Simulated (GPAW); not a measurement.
# 1T-VClI monolayer in an electric field

How does 1T-VClI monolayer screen a perpendicular field?

Calculated with GPAW 26.7.0; GPAW, PAW setups; layer in a repeated cell with vacuum, relaxation of atoms and in-plane cell, in the first sound run; inputs show where later runs differ.

## Step 1: The starting structure

The cell holds 3 atoms: 1 I, 1 V and 1 Cl. Cell: a = 3.783 Å, b = 3.783 Å, c = 21.056 Å, α = 90.0°, β = 90.0°, γ = 120.0°. Vacuum lies along c.

## Step 2: Relaxation

The atoms are relaxed first, since the surface dipole, and with it the work function, follows the positions of the outer layers.

run.py reads:

```python
import json
import numpy as np
from ase import Atoms
from ase.filters import FrechetCellFilter
from ase.optimize import BFGS
from gpaw import GPAW, PW

slab = Atoms(
    ['I', 'V', 'Cl'],
    positions=[
        [1.89128, 1.09193, 9.00000],
        [0.00000, 0.00000, 10.85212],
        [-0.00000, 2.18387, 12.05557]],
    cell=[[3.78257, 0.0, 0.0], [-1.89128, 3.2758, 0.0], [0.0, 0.0, 21.0556]],
    pbc=[True, True, True],
    magmoms=[0.0, 1.0, 0.0])

slab.calc = GPAW(mode=PW(600), xc='PBE', kpts={'size': (9, 9, 1), 'gamma': True},
                 occupations={'name': 'fermi-dirac', 'width': 0.05}, nbands='160%',
                 convergence={'density': 1e-05}, maxiter=200,
                 symmetry={'tolerance': 1e-3}, txt='slab.txt')
result = {}
# The in-plane cell is free; stress needs a cell that repeats along all three vectors
path = []
opt = BFGS(FrechetCellFilter(slab, mask=[1, 1, 0, 0, 0, 1]), maxstep=0.2)
opt.attach(lambda: path.append((slab.get_potential_energy(), slab.positions.tolist(), slab.get_forces().tolist())))
result['relaxed'] = bool(opt.run(fmax=0.02, steps=45))
result['path'] = path
result['cell'] = slab.cell.tolist()
print('in-plane lattice', slab.cell.cellpar().round(4)[[0, 1, 5]])
energy = slab.get_potential_energy()
fermi = slab.calc.get_fermi_level()
v = slab.calc.get_electrostatic_potential().mean((0, 1)) - fermi
n = slab.calc.get_pseudo_density().mean((0, 1))
L = slab.cell[2, 2]
z = np.arange(len(v)) * L / len(v)
low, high = slab.positions[:, 2].min(), slab.positions[:, 2].max()
below, above = np.interp([low - 6.8, high + 6.8], z, v)
slopes = [np.interp(x, z, np.gradient(v, z)) for x in (low - 6.8, high + 6.8)]
eps = np.array([[slab.calc.get_eigenvalues(k, s) for k in range(len(slab.calc.get_ibz_k_points()))]
                for s in range(slab.calc.get_number_of_spins())]) - fermi
top, bottom = eps[eps < 0].max(), eps[eps > 0].min()
dipole = slab.get_dipole_moment()[2]
print(f'energy {energy:.4f} eV, Fermi level {fermi:.4f} eV, dipole {dipole:.5f} e A')
print(f'potential 6.8 A off the faces, from the Fermi level: lower {below:.4f} eV, upper {above:.4f} eV')
print(f'slope of the potential there: lower {slopes[0]:.5f}, upper {slopes[1]:.5f} eV/A')
print(f'nearest levels on the mesh: {top:.4f} and {bottom:.4f} eV')
print('magnetic moment', round(slab.get_magnetic_moment(), 3))
result.update(energy=energy, fermi=fermi, dipole=dipole, below=below, above=above, slopes=slopes, edges=[top, bottom],
              z=z.tolist(), v=v.tolist(), n=n.tolist(), positions=slab.positions.tolist(),
              forces=slab.get_forces(apply_constraint=False).tolist(), moments=slab.get_magnetic_moments().tolist())
json.dump(result, open('result.json', 'w'))
```

Started as:

```
> OMP_NUM_THREADS=1 OPENBLAS_NUM_THREADS=1 python run.py
```

Output:

```text
Step          Energy          fmax
BFGS:    0      -14.053631        0.636169
BFGS:    1      -14.064906        0.536842
BFGS:    2      -14.104040        0.201328
BFGS:    3      -14.106223        0.223622
BFGS:    4      -14.112427        0.235563
BFGS:    5      -14.118160        0.194272
BFGS:    6      -14.121933        0.090079
BFGS:    7      -14.122757        0.037115
BFGS:    8      -14.122841        0.030320
BFGS:    9      -14.122863        0.026761
BFGS:   10      -14.122899        0.014076
in-plane lattice [  3.8998   3.8998 120.    ]
energy -14.1229 eV, Fermi level -1.1908 eV, dipole -0.05290 e A
potential 6.8 A off the faces, from the Fermi level: lower 3.8849 eV, upper 4.0422 eV
slope of the potential there: lower -0.03462, upper -0.03458 eV/A
nearest levels on the mesh: -0.5955 and 0.5669 eV
magnetic moment 3.0
```

Run time: 11 min. Hardware: 1 thread of AMD EPYC 7B13 (Zen 3), shared host; peak memory 0.58 GiB.

This step gave:

- dipole along the normal: -0.05290 e·Å
- levels nearest the Fermi level on the mesh: -0.5955, 0.5669 eV from the Fermi level
- site moments: -0.03817, 2.534, -0.006871 μB
- sum of the site moments: 2.489 μB

The electrostatic potential energy of an electron (without an applied field's), less the Fermi level, planar mean by z:

z (Å), electrostatic potential energy of an electron (without an applied field's), less the Fermi level, planar mean (eV) and a bar from the least value:
```
        0        4.0 ##############################
        1        3.9 ##############################
        2        3.9 ##############################
        3        3.9 ##############################
        4        3.8 ##############################
        5        3.8 #############################
        6        3.8 #############################
        7        3.6 #############################
        8        1.4 ##########################
        9      -17.4 
       10       -4.1 ##################
       11       -8.6 ############
       12      -13.1 ######
       13        2.9 ############################
       14        4.2 ##############################
       15        4.2 ##############################
       16        4.1 ##############################
       17        4.1 ##############################
       18        4.1 ##############################
       19        4.0 ##############################
       20        4.0 ##############################
```

The pseudo valence density, planar mean by z:

| z (Å) | pseudo valence density, planar mean (e/Å³) |
| --- | --- |
| 5 | 1.5e-5 |
| 6 | 2.9e-4 |
| 7 | 0.00567 |
| 8 | 0.104 |
| 9 | 0.171 |
| 10 | 0.291 |
| 11 | 0.940 |
| 12 | 0.366 |
| 13 | 0.0827 |
| 14 | 0.00294 |
| 15 | 1.1e-4 |

Site moment by atom:

| atom | site moment (μB) |
| --- | --- |
| I1 | -0.04 |
| V2 | 2.53 |
| Cl3 | -0.01 |

The relaxation lowered the energy of the cell by 0.0693 eV (energies extrapolated to zero smearing; the optimiser's log prints free energies). The largest force left on a free atom is 0.014 eV/Å.

## Step 3: Plane waves, PBE

The work function is the vacuum plateau of the electrostatic potential less the Fermi level; a dipole layer lets the two faces have plateaus of their own.

This step: GPAW, PAW setups; slab in vacuum (GPAW 26.7.0).

The cell differs from the one that the last finished run ended in (c 21.056 → 20.908 Å).

Changes to run.py since step 2:

```diff
@@ -3,4 +3,2 @@
 from ase import Atoms
-from ase.filters import FrechetCellFilter
-from ase.optimize import BFGS
 from gpaw import GPAW, PW
@@ -10,22 +8,15 @@
     positions=[
-        [1.89128, 1.09193, 9.00000],
-        [0.00000, 0.00000, 10.85212],
-        [-0.00000, 2.18387, 12.05557]],
-    cell=[[3.78257, 0.0, 0.0], [-1.89128, 3.2758, 0.0], [0.0, 0.0, 21.0556]],
-    pbc=[True, True, True],
+        [1.94992, 1.12578, 9.00000],
+        [0.00000, 0.00000, 10.68191],
+        [-0.00000, 2.25158, 11.90836]],
+    cell=[[3.89984, -0.0, 0.0], [-1.94992, 3.37736, 0.0], [0.0, 0.0, 20.9084]],
+    pbc=[True, True, False],
     magmoms=[0.0, 1.0, 0.0])
 
-slab.calc = GPAW(mode=PW(600), xc='PBE', kpts={'size': (9, 9, 1), 'gamma': True},
+slab.calc = GPAW(mode=PW(400), xc='PBE', kpts={'size': (9, 9, 1), 'gamma': True},
                  occupations={'name': 'fermi-dirac', 'width': 0.05}, nbands='160%',
                  convergence={'density': 1e-05}, maxiter=200,
+                 poissonsolver={'dipolelayer': 'xy'},
                  symmetry={'tolerance': 1e-3}, txt='slab.txt')
 result = {}
-# The in-plane cell is free; stress needs a cell that repeats along all three vectors
-path = []
-opt = BFGS(FrechetCellFilter(slab, mask=[1, 1, 0, 0, 0, 1]), maxstep=0.2)
-opt.attach(lambda: path.append((slab.get_potential_energy(), slab.positions.tolist(), slab.get_forces().tolist())))
-result['relaxed'] = bool(opt.run(fmax=0.02, steps=45))
-result['path'] = path
-result['cell'] = slab.cell.tolist()
-print('in-plane lattice', slab.cell.cellpar().round(4)[[0, 1, 5]])
 energy = slab.get_potential_energy()
```

Output:

```text
energy -14.0717 eV, Fermi level -1.1762 eV, dipole -0.04145 e A
potential 6.8 A off the faces, from the Fermi level: lower 3.6853 eV, upper 4.2561 eV
slope of the potential there: lower -0.00004, upper 0.00002 eV/A
nearest levels on the mesh: -0.5946 and 0.5661 eV
magnetic moment 3.0
```

Run time: 46 s. Hardware: 1 thread; peak memory 0.27 GiB.

Numbers from this step:

```yaml
dipole_along_the_normal: -0.04145 e·Å
levels_nearest_the_fermi_level_on_the_mesh: -0.5946, 0.5661 eV from the Fermi level
upper_work_function: 4.256 eV
lower_work_function: 3.685 eV
site_moments: -0.03806, 2.532, -0.006922 μB
upper_ionisation_energy: 4.851 eV
sum_of_the_site_moments: 2.487 μB
```

The electrostatic potential energy of an electron (without an applied field's), less the Fermi level, planar mean by z:

z (Å), electrostatic potential energy of an electron (without an applied field's), less the Fermi level, planar mean (eV) and a bar from the least value:
```
      0.0        4.0 ##############################
      0.5        3.7 #############################
      1.0        3.7 #############################
      1.5        3.7 #############################
      2.0        3.7 #############################
      2.5        3.7 #############################
      3.0        3.7 #############################
      3.5        3.7 #############################
      4.0        3.7 #############################
      4.5        3.7 #############################
      5.0        3.7 #############################
      5.5        3.7 #############################
      6.0        3.7 #############################
      6.5        3.6 #############################
      7.0        3.5 #############################
      7.5        3.0 ############################
      8.0        0.6 #########################
      8.5       -7.9 ##############
      9.0      -18.1 
      9.5       -9.1 ############
     10.0       -4.2 ###################
     10.5       -8.6 #############
     11.0       -7.6 ##############
     11.5       -7.6 ##############
     12.0      -12.0 ########
     12.5       -0.6 #######################
     13.0        3.3 #############################
     13.5        4.1 ##############################
     14.0        4.2 ##############################
     14.5        4.2 ##############################
     15.0        4.3 ##############################
     15.5        4.3 ##############################
     16.0        4.3 ##############################
     16.5        4.3 ##############################
     17.0        4.3 ##############################
     17.5        4.3 ##############################
     18.0        4.3 ##############################
     18.5        4.3 ##############################
     19.0        4.3 ##############################
     19.5        4.3 ##############################
     20.0        4.3 ##############################
     20.5        4.2 ##############################
```

Table of pseudo valence density, planar mean by z:

| z (Å) | pseudo valence density, planar mean (e/Å³) |
| --- | --- |
| 5.5 | 9.3e-5 |
| 6.0 | 4.1e-4 |
| 6.5 | 0.00183 |
| 7.0 | 0.00796 |
| 7.5 | 0.0351 |
| 8.0 | 0.136 |
| 8.5 | 0.285 |
| 9.0 | 0.157 |
| 9.5 | 0.327 |
| 10.0 | 0.303 |
| 10.5 | 0.956 |
| 11.0 | 0.761 |
| 11.5 | 0.428 |
| 12.0 | 0.357 |
| 12.5 | 0.246 |
| 13.0 | 0.0588 |
| 13.5 | 0.0112 |
| 14.0 | 0.00211 |
| 14.5 | 3.9e-4 |
| 15.0 | 7.9e-5 |

The layer is gapped, so the Fermi level lies somewhere inside the gap, set by smearing and numerics, and these work functions are no property of the material; the band edges below the vacuum level are. The potential is flat to 3.9e-5 eV/Å where it is read, so the vacuum is wide enough.

## Step 4: Field on

A uniform field along the normal polarises the slab; the atoms stay fixed, so this is the electronic response alone.

Changes to run.py since step 3:

```diff
@@ -4,2 +4,3 @@
 from gpaw import GPAW, PW
+from gpaw.external import ConstantElectricField
 
@@ -19,2 +20,3 @@
                  poissonsolver={'dipolelayer': 'xy'},
+                 external=ConstantElectricField(-0.2, [0, 0, 1]),
                  symmetry={'tolerance': 1e-3}, txt='slab.txt')
```

Output:

```text
energy -14.0864 eV, Fermi level -1.1388 eV, dipole -0.10791 e A
potential 6.8 A off the faces, from the Fermi level: lower 3.1813 eV, upper 4.6639 eV
slope of the potential there: lower -0.00004, upper 0.00003 eV/A
nearest levels on the mesh: -0.5964 and 0.5708 eV
magnetic moment 3.0
```

The job ended after 2.7 min (1 thread; peak memory 0.41 GiB).

This step gave:

- dipole along the normal: -0.1079 e·Å
- levels nearest the Fermi level on the mesh: -0.5964, 0.5708 eV from the Fermi level
- site moments: -0.03906, 2.532, -0.006701 μB
- sum of the site moments: 2.486 μB
- potential below the slab, the applied field's own ramp left out: 3.181 eV from the Fermi level
- potential above the slab, the applied field's own ramp left out: 4.664 eV from the Fermi level

The electrostatic potential energy of an electron (without an applied field's), less the Fermi level, planar mean by z:

| z (Å) | electrostatic potential energy of an electron (without an applied field's), less the Fermi level, planar mean (eV) |
| --- | --- |
| 0.0 | 3.92 |
| 0.5 | 3.18 |
| 1.0 | 3.18 |
| 1.5 | 3.18 |
| 2.0 | 3.18 |
| 2.5 | 3.18 |
| 3.0 | 3.18 |
| 3.5 | 3.18 |
| 4.0 | 3.18 |
| 4.5 | 3.18 |
| 5.0 | 3.18 |
| 5.5 | 3.18 |
| 6.0 | 3.17 |
| 6.5 | 3.15 |
| 7.0 | 3.03 |
| 7.5 | 2.51 |
| 8.0 | 0.206 |
| 8.5 | -8.26 |
| 9.0 | -18.4 |
| 9.5 | -9.30 |
| 10.0 | -4.28 |
| 10.5 | -8.60 |
| 11.0 | -7.54 |
| 11.5 | -7.40 |
| 12.0 | -11.8 |
| 12.5 | -0.300 |
| 13.0 | 3.70 |
| 13.5 | 4.48 |
| 14.0 | 4.63 |
| 14.5 | 4.66 |
| 15.0 | 4.66 |
| 15.5 | 4.66 |
| 16.0 | 4.66 |
| 16.5 | 4.66 |
| 17.0 | 4.66 |
| 17.5 | 4.66 |
| 18.0 | 4.66 |
| 18.5 | 4.66 |
| 19.0 | 4.66 |
| 19.5 | 4.66 |
| 20.0 | 4.66 |
| 20.5 | 4.64 |

Force by atom:

| atom | x (eV/Å) | y (eV/Å) | z (eV/Å) | size |
| --- | --- | --- | --- | --- |
| I1 | 0.0000 | -0.0019 | 0.0291 | 0.0291 |
| V2 | 0.0000 | 0.0016 | -0.0549 | 0.0549 |
| Cl3 | 0.0000 | 0.0002 | 0.0261 | 0.0261 |

The dipole is now -0.108 e Å, against -0.041 in the run without a field.

## Step 5: In a field

Changes to run.py since step 4:

```diff
@@ -20,3 +20,3 @@
                  poissonsolver={'dipolelayer': 'xy'},
-                 external=ConstantElectricField(-0.2, [0, 0, 1]),
+                 external=ConstantElectricField(-0.1, [0, 0, 1]),
                  symmetry={'tolerance': 1e-3}, txt='slab.txt')
```

Output:

```text
energy -14.0772 eV, Fermi level -1.1569 eV, dipole -0.07474 e A
potential 6.8 A off the faces, from the Fermi level: lower 3.4325 eV, upper 4.4593 eV
slope of the potential there: lower -0.00004, upper 0.00003 eV/A
nearest levels on the mesh: -0.5957 and 0.5683 eV
magnetic moment 3.0
```

Run time: 2.6 min. Hardware: 1 thread; peak memory 0.4 GiB.

This step gave:

```
dipole along the normal                                         : -0.07474 e·Å
levels nearest the Fermi level on the mesh                      : -0.5957, 0.5683 eV from the Fermi level
site moments                                                    : -0.03856, 2.532, -0.006805 μB
sum of the site moments                                         : 2.487 μB
potential below the slab, the applied field's own ramp left out : 3.432 eV from the Fermi level
potential above the slab, the applied field's own ramp left out : 4.459 eV from the Fermi level
```

The electrostatic potential energy of an electron (without an applied field's), less the Fermi level, planar mean by z:

z (Å), electrostatic potential energy of an electron (without an applied field's), less the Fermi level, planar mean (eV) and a bar from the least value:
```
      0.0        3.9 #############################
      0.5        3.4 #############################
      1.0        3.4 #############################
      1.5        3.4 #############################
      2.0        3.4 #############################
      2.5        3.4 #############################
      3.0        3.4 #############################
      3.5        3.4 #############################
      4.0        3.4 #############################
      4.5        3.4 #############################
      5.0        3.4 #############################
      5.5        3.4 #############################
      6.0        3.4 #############################
      6.5        3.4 #############################
      7.0        3.3 ############################
      7.5        2.7 ############################
      8.0        0.4 #########################
      8.5       -8.1 #############
      9.0      -18.3 
      9.5       -9.2 ############
     10.0       -4.2 ###################
     10.5       -8.6 #############
     11.0       -7.6 ##############
     11.5       -7.5 ##############
     12.0      -11.9 ########
     12.5       -0.5 ########################
     13.0        3.5 #############################
     13.5        4.3 ##############################
     14.0        4.4 ##############################
     14.5        4.5 ##############################
     15.0        4.5 ##############################
     15.5        4.5 ##############################
     16.0        4.5 ##############################
     16.5        4.5 ##############################
     17.0        4.5 ##############################
     17.5        4.5 ##############################
     18.0        4.5 ##############################
     18.5        4.5 ##############################
     19.0        4.5 ##############################
     19.5        4.5 ##############################
     20.0        4.5 ##############################
     20.5        4.4 ##############################
```

The dipole is now -0.0747 e Å, against -0.041 in the run without a field.

## Step 6: Field on

Changes to run.py since step 5:

```diff
@@ -20,3 +20,3 @@
                  poissonsolver={'dipolelayer': 'xy'},
-                 external=ConstantElectricField(-0.1, [0, 0, 1]),
+                 external=ConstantElectricField(-0.05, [0, 0, 1]),
                  symmetry={'tolerance': 1e-3}, txt='slab.txt')
```

Output:

```text
energy -14.0739 eV, Fermi level -1.1663 eV, dipole -0.05814 e A
potential 6.8 A off the faces, from the Fermi level: lower 3.5586 eV, upper 4.3575 eV
slope of the potential there: lower -0.00004, upper 0.00003 eV/A
nearest levels on the mesh: -0.5953 and 0.5671 eV
magnetic moment 3.0
```

Run time: 2.6 min. Hardware: 1 thread; peak memory 0.4 GiB.

## Step 7: In a field

Changes to run.py since step 6:

```diff
@@ -20,3 +20,3 @@
                  poissonsolver={'dipolelayer': 'xy'},
-                 external=ConstantElectricField(-0.05, [0, 0, 1]),
+                 external=ConstantElectricField(0.05, [0, 0, 1]),
                  symmetry={'tolerance': 1e-3}, txt='slab.txt')
```

Output:

```text
energy -14.0697 eV, Fermi level -1.1858 eV, dipole -0.02493 e A
potential 6.8 A off the faces, from the Fermi level: lower 3.8119 eV, upper 4.1545 eV
slope of the potential there: lower -0.00004, upper 0.00002 eV/A
nearest levels on the mesh: -0.5945 and 0.5647 eV
magnetic moment 3.0
```

Run time: 2.7 min. Hardware: 1 thread; peak memory 0.4 GiB.

Table of electrostatic potential energy of an electron (without an applied field's), less the Fermi level, planar mean by z:

| z (Å) | electrostatic potential energy of an electron (without an applied field's), less the Fermi level, planar mean (eV) |
| --- | --- |
| 0.0 | 3.98 |
| 0.5 | 3.81 |
| 1.0 | 3.81 |
| 1.5 | 3.81 |
| 2.0 | 3.81 |
| 2.5 | 3.81 |
| 3.0 | 3.81 |
| 3.5 | 3.81 |
| 4.0 | 3.81 |
| 4.5 | 3.81 |
| 5.0 | 3.81 |
| 5.5 | 3.81 |
| 6.0 | 3.80 |
| 6.5 | 3.77 |
| 7.0 | 3.65 |
| 7.5 | 3.09 |
| 8.0 | 0.736 |
| 8.5 | -7.83 |
| 9.0 | -18.1 |
| 9.5 | -9.09 |
| 10.0 | -4.19 |
| 10.5 | -8.62 |
| 11.0 | -7.66 |
| 11.5 | -7.62 |
| 12.0 | -12.1 |
| 12.5 | -0.712 |
| 13.0 | 3.23 |
| 13.5 | 3.98 |
| 14.0 | 4.12 |
| 14.5 | 4.15 |
| 15.0 | 4.15 |
| 15.5 | 4.15 |
| 16.0 | 4.15 |
| 16.5 | 4.15 |
| 17.0 | 4.15 |
| 17.5 | 4.15 |
| 18.0 | 4.15 |
| 18.5 | 4.15 |
| 19.0 | 4.15 |
| 19.5 | 4.15 |
| 20.0 | 4.15 |
| 20.5 | 4.15 |

(Part 1 of 2 ends here.)

[Logs are printed without paths, hosts, clocks, repeated set-up lines and the standing remarks that a program may print on its own settings, such as how far it seeks lower states.]

[Hosts, paths, dates, database ids (printed as entryN), source tags and the programs' standing remarks are cut or masked in the printed files.]
